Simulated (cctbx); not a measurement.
## Diagnosing a refinement

Cell a = 6.3120 Å, b = 6.3120 Å, c = 10.2890 Å, α = 90.00°, β = 90.00°, γ = 120.00°; space group P-6m2 (no. 187). The compound is Mg14GaGe.

The data are simulated with cctbx, not measured: Cu Kα, λ = 1.54184 Å, to d = 0.83 Å, 95 % of the full sphere, strongest reflection 5000 counts, noise from counting, a 2 % proportional error and a noise floor of 4 counts (s.d.); no absorption.

An anisotropic refinement with weights 1/σ² prints:

```text
Rint 0.053, 303 unique reflections to 0.83 A
cycle     R1     wR2    GooF  max shift (A)
   1  0.1877  0.3688   9.473   0.00000
final R1 0.1877 wR2 0.3688 GooF 9.473  parameters 18  data/parameter 16.8
atom        x        y        z      Ueq    occ   su(xyz)  su(Uiso or U11)
Ge1    0.00000  0.00000  0.00000   0.0124  1.000  0.00000  0.0274
Ga1    0.00000  0.00000  0.50000   0.0092  1.000  0.00000  0.0271
Mg1    0.66372  0.83186  0.75312   0.0198  1.000  0.01113  0.0087
Mg2    0.50146  0.49854  0.50000   0.0219  1.000  0.01359  0.0576
Mg3    0.49554  0.50446  0.00000   0.0306  1.000  0.01646  0.0718
difference map: max 14.29 min -3.03 rms 0.73
Q1    0.6667  0.3333  0.2465    2   15.25  3.15 A from Mg3
Q2    0.3333  0.6667  0.2505    2   12.67  1.81 A from Mg1
Q3    0.0000  0.0000  0.5000    1    5.55  0.00 A from Ga1
Q4    0.0002  0.5001  0.5000    3    5.01  0.02 A from Mg2
Q5    0.5044  0.0089  0.0000    3    4.65  0.10 A from Mg3
Q6    0.0000  0.0000  0.0000    1    4.15  0.00 A from Ge1
```

Q: Accept it or mend it, and why?

Mend it. The fault: an atom left out, Mg at (2/3, 1/3, 0.7541). Against the right model at the same level, R1 goes from 0.0141 to 0.1877 and GooF from 0.89 to 9.47 and the top difference peak, 15.2 e/Å³, lies 3.15 Å from Mg3. Q1 is the missing atom. With scattering power missing, scale and phases suffer, so peaks may also grow on the heavy atoms.

The compound is Mg14GaGe. The right model at the same level gives:

```text
Rint 0.053, 303 unique reflections to 0.83 A
cycle     R1     wR2    GooF  max shift (A)
   1  0.0167  0.0389   1.003   0.06114
   2  0.0141  0.0345   0.890   0.00000
final R1 0.0141 wR2 0.0345 GooF 0.890  parameters 21  data/parameter 14.4
atom        x        y        z      Ueq    occ   su(xyz)  su(Uiso or U11)
Ge1    0.00000  0.00000  0.00000   0.0131  1.000  0.00000  0.0016
Ga1    0.00000  0.00000  0.50000   0.0087  1.000  0.00000  0.0015
Mg1    0.66667  0.33333  0.75234   0.0269  1.000  0.00130  0.0008
Mg2    0.66409  0.83205  0.75359   0.0196  1.000  0.00041  0.0006
Mg3    0.50431  0.49569  0.50000   0.0217  1.000  0.00244  0.0017
Mg4    0.50113  0.49887  0.00000   0.0305  1.000  0.00230  0.0028
Flack x: -0.0(4)
Hooft y: -0.220(153)  Bijvoet pairs: 130
difference map: max 0.52 min -0.58 rms 0.11
Q1    0.1848  0.3697  0.0000    3    0.53  1.74 A from Mg4
Q2    0.6667  0.3333  0.0428    2    0.46  1.86 A from Mg4
Q3    0.0000  0.0000  0.3906    2    0.44  1.13 A from Ga1
Q4    0.0592  0.1184  0.5000    3    0.39  0.65 A from Ga1
Q5    0.0154  0.2388  0.5000    6    0.39  1.46 A from Ga1
Q6    0.1785  0.0893  0.2191    6    0.38  1.62 A from Mg2
```

The model was made for the exercise: a known structure type with other elements put in, its volume estimated, not relaxed; displacement parameters are assumed.

[Middle refinement cycles are left out of these outputs.]

[Logs are printed without paths, hosts, clocks, repeated set-up lines and the standing remarks that a program may print on its own settings, such as how far it seeks lower states.]
